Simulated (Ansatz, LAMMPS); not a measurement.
# Relaxing ionic liquid ethylammonium formate, from a frame at 450 K (225 atoms), part 2 of 2

How does ionic liquid ethylammonium formate, from a frame at 450 K (225 atoms) relax, and what do bonds, charges and levels look like afterwards?

Ansatz 0.2.0; Kohn-Sham DFT, PBE+D3(BJ), PAW (set soft_2), plane waves.

The cell: 45 C, 15 N, 135 H and 30 O. The network of contacts between molecules at the start is that of the classical potential that made the cell. Only the Γ point is sampled, in a cell whose shortest periodic width is 13 Å.

So far, density (g/cm³): step 5 (structure statistics after relaxation) 1.06.

## (6) Single point at the relaxed geometry (continued)

Density of states as counts of states in windows of 1 eV (from the Fermi level), total and the larger projections:

```tsv
from (eV)	to (eV)	total	O p	C p	H s	N p
-10	-9	20.3	0.8	3.3	6.1	2.9
-9	-8	36.3	5.9	6.1	8.6	8.6
-8	-7	46.9	3.5	8.7	11.7	19.2
-7	-6	25.0	3.0	8.9	4.7	6.7
-6	-5	61.9	17.4	22.1	9.9	6.9
-5	-4	65.5	25.9	23.1	7.1	4.8
-4	-3	67.8	5.8	37.4	18.3	4.7
-3	-2	23.1	1.0	11.1	10.0	0.6
-2	-1	28.5	25.6	0.5	1.0	0.9
-1	0	57.2	48.5	1.1	4.4	2.0
0	1	4.3	3.7	0.1	0.3	0.1
1	4	0.0	0.0	0.0	0.0	0.0
4	5	17.8	6.1	9.0	0.7	0.1
```

With fixed occupations the program's Fermi level is the highest filled level; weight inside the gap is the broadening of levels at its edges.

Between -22 and -10 eV lie 133 more states.

The levels nearest the highest filled one (over half full), pooled over k-points and spins:

```tsv
level less the highest filled one (eV)	occupation
-0.214	2
-0.120	2
-0.0826	2
-0.0422	2
-0.0193	2
0	2
4.37	0
4.41	0
4.66	0
4.70	0
4.72	0
4.74	0
```

Electrostatic potential energy in the ab plane at fractional z = 0.192, with atoms of C and N and H and O within 0.2 Å of it. With pseudopotentials it is smooth inside the atoms' cores, unlike the true potential.

Values in eV, 13 rows by 16 columns, each cell a mean:
```
  5   5   5   5 -10  -2   2   4   4   5   5   5   6   3  -2   4
 -2   6   6   6  -2   3   6   5   5   3   3   6   5   3  -4 -17
 -6   5   4   4   5   6   5   5   6 -18 -29   2   5   5   2 -20
  4   2  -7 -22 -12   2   5   5   5   0 -24 -20   0   5   6   6
  4   3  -5 -16  -7   2   4   1   3   4   1  -3   0   5   5   5
  5   4  -1  -3   4   3  -8 -31 -13   3   4   5   5   5   5   5
  5   5   0  -6   4   2 -11 -12 -10  -4   3   4   3   4   5   5
  5   5   5   5   5   5   5   2 -18 -19   1   3 -15  -5   5   6
  5   5   5   5   4 -23 -12 -10 -21 -25 -10  -3 -29 -32 -13   4
  4   4   4   4   5  -8  -2   4   3   2   2 -19 -24  -3  -1   3
 -2 -13  -9   2   5   5   5   4   4   4   5   3   3   5   4   0
 -6 -25 -20   3   4   4  -1 -13   2   4   3   4   4   5   4   0
  3   0 -10   4   5  -3 -10  -9   3   4   3   4   5   5   4   2
```
Columns run along a (13.0 Å; values clipped at the 3rd and 97th percentile), rows up along b (12.8 Å). Atoms in or near the plane, at fractional coordinates: C at (0.47, 0.55), N at (0.55, 0.37), H at (0.39, 0.52), H at (0.61, 0.32), H at (0.48, 0.33), H at (0.18, 0.52), H at (0.28, 0.69), C at (0.10, 0.13), H at (0.13, 0.04), O at (0.97, 0.83), C at (0.80, 0.33), H at (0.78, 0.42), O at (0.62, 0.79), O at (0.35, 0.31).

Valence density in the ab plane at fractional z = 0.192, with atoms of C and N and H and O within 0.2 Å of it. It is the smooth field of the valence electrons, not physical close to the nuclei.

Values in e/Å³, 13 rows by 16 columns, each cell a mean:
```
0.0 0.0 0.0 0.2 1.4 0.7 0.1 0.1 0.0 0.0 0.0 0.0 0.0 0.4 0.7 0.2
0.8 0.0 0.0 0.1 0.8 0.4 0.0 0.0 0.1 0.3 0.4 0.0 0.0 0.1 0.6 2.3
1.1 0.1 0.1 0.1 0.1 0.0 0.0 0.0 0.1 2.6 3.5 0.3 0.0 0.0 0.4 2.8
0.1 0.1 0.6 1.1 0.8 0.1 0.0 0.0 0.0 0.5 1.4 1.2 0.3 0.0 0.0 0.1
0.0 0.1 0.5 0.9 0.6 0.1 0.1 0.3 0.1 0.0 0.2 0.5 0.2 0.0 0.0 0.0
0.0 0.1 0.4 0.5 0.1 0.1 0.7 1.5 0.8 0.1 0.0 0.0 0.0 0.0 0.0 0.0
0.0 0.0 0.2 0.4 0.0 0.1 0.7 0.8 0.9 0.4 0.1 0.0 0.1 0.0 0.0 0.0
0.0 0.0 0.0 0.0 0.0 0.1 0.1 0.2 1.5 1.5 0.2 0.1 0.9 0.5 0.1 0.0
0.0 0.0 0.0 0.0 0.2 3.2 1.8 0.5 1.5 1.8 0.5 0.7 1.7 1.6 1.5 0.3
0.0 0.0 0.0 0.0 0.1 1.4 0.9 0.1 0.1 0.1 0.2 2.3 2.6 0.5 0.6 0.2
0.5 0.7 0.8 0.2 0.0 0.0 0.0 0.0 0.0 0.0 0.0 0.2 0.2 0.0 0.0 0.3
0.7 1.3 1.3 0.1 0.0 0.0 0.4 0.8 0.1 0.0 0.0 0.0 0.0 0.0 0.0 0.3
0.1 0.3 0.6 0.1 0.1 0.3 0.9 0.9 0.1 0.0 0.1 0.0 0.0 0.2 0.3 0.1
```
Columns run along a (13.0 Å), rows up along b (12.8 Å). Atoms in or near the plane, at fractional coordinates: C at (0.47, 0.55), N at (0.55, 0.37), H at (0.39, 0.52), H at (0.61, 0.32), H at (0.48, 0.33), H at (0.18, 0.52), H at (0.28, 0.69), C at (0.10, 0.13), H at (0.13, 0.04), O at (0.97, 0.83), C at (0.80, 0.33), H at (0.78, 0.42), O at (0.62, 0.79), O at (0.35, 0.31).

Mean Löwdin charges: C -0.06, H +0.23, N -0.37, O -0.51 e (they miss 1.3 % of the electrons, so they add up to more than the cell's charge). The largest share in the top eV of filled states is O p (86 % of the projected weight), and in the lowest eV of empty states C p (51 % of the projected weight).

A closer look about N3, one of the 15 N atoms: 13 atoms, nearest first, numbered in the order of the input, with positions taken from that point.

```tsv
atom	x	y	z	distance (Å)	bonds	Löwdin charge (e)
N3	0.00	0.00	0.00	0.00	4	-0.36
H11	-0.18	0.99	0.26	1.04	1	0.34
H9	0.21	-0.07	-1.03	1.05	1	0.33
H10	0.88	-0.33	0.50	1.06	1	0.32
C2	-1.21	-0.82	0.28	1.49	4	-0.15
H7	-1.05	-1.80	-0.20	2.09	1	0.20
H8	-2.05	-0.35	-0.24	2.09	1	0.20
C1	-1.48	-0.97	1.76	2.50	4	-0.46
O214	2.54	-0.62	0.84	2.75	1	-0.51
O170	0.24	-0.80	-2.62	2.75	1	-0.50
H6	-0.62	-1.43	2.27	2.75	1	0.19
H4	-1.68	0.00	2.23	2.80	1	0.19
O220	-1.03	2.59	0.38	2.82	1	-0.48
```

The column of bonds counts only the pairs H-C within 1.34 Å, H-N within 1.27 Å, C-C within 1.85 Å, C-O within 1.68 Å, C-N within 1.79 Å; other neighbours, such as metal atoms beside each other in a compound, aren't counted, and periodic images can show an atom twice.

## (7) Results

```
energy change in the relaxation                  : -76.08 meV/atom
r.m.s. displacement                              : 0.796 Å
largest displacement                             : 1.885 Å
free energy per atom                             : -161.1521 eV/atom
pressure                                         : 0.001148 GPa
r.m.s. force component                           : 0.00577 eV/Å
gap (highest filled to lowest empty level) : 4.371 eV
wall time of the 3 DFT runs                      : 18 min
```

**Reading.** Relaxation lowers the energy by 76.1 meV/atom and moves atoms by 0.80 Å r.m.s.; the r.m.s. force component goes from 1.1 to 0.0058 eV/Å, the pressure goes from 2.7 to 0.0011 GPa, and the gap from 3.03 to 4.37 eV. Displacements are taken in the final cell, so they leave out its strain. By the final cutoffs no bond was broken or made. The cell shrank by 2.4 % in volume. First to last step the energy falls by 17.118 eV, across changes of basis; the largest move, 1.88 Å, is that of H140. The H-N bonds change most in mean length: from 1.027 Å (spread 0.032) to 1.054 Å (spread 0.010). Counting bonds as in the table, 67 % of C atoms have 4, all H atoms have 1, all N atoms have 4 and all O atoms have 1 bonded neighbour. Between filled and empty levels lie 4.37 eV (at Γ alone); a semilocal functional tends to put such gaps too low. In a disordered cell it changes from sample to sample and from frame to frame.

What to keep in mind: The network of contacts between molecules at the start is that of the classical potential that made the cell; in DFT atoms moved by 0.80 Å r.m.s.

[Logs are printed without paths, hosts, clocks, repeated set-up lines and the standing remarks that a program may print on its own settings, such as how far it seeks lower states.]

[Hosts, paths, dates, database ids (printed as entryN), source tags and the programs' standing remarks are cut or masked in the printed files.]
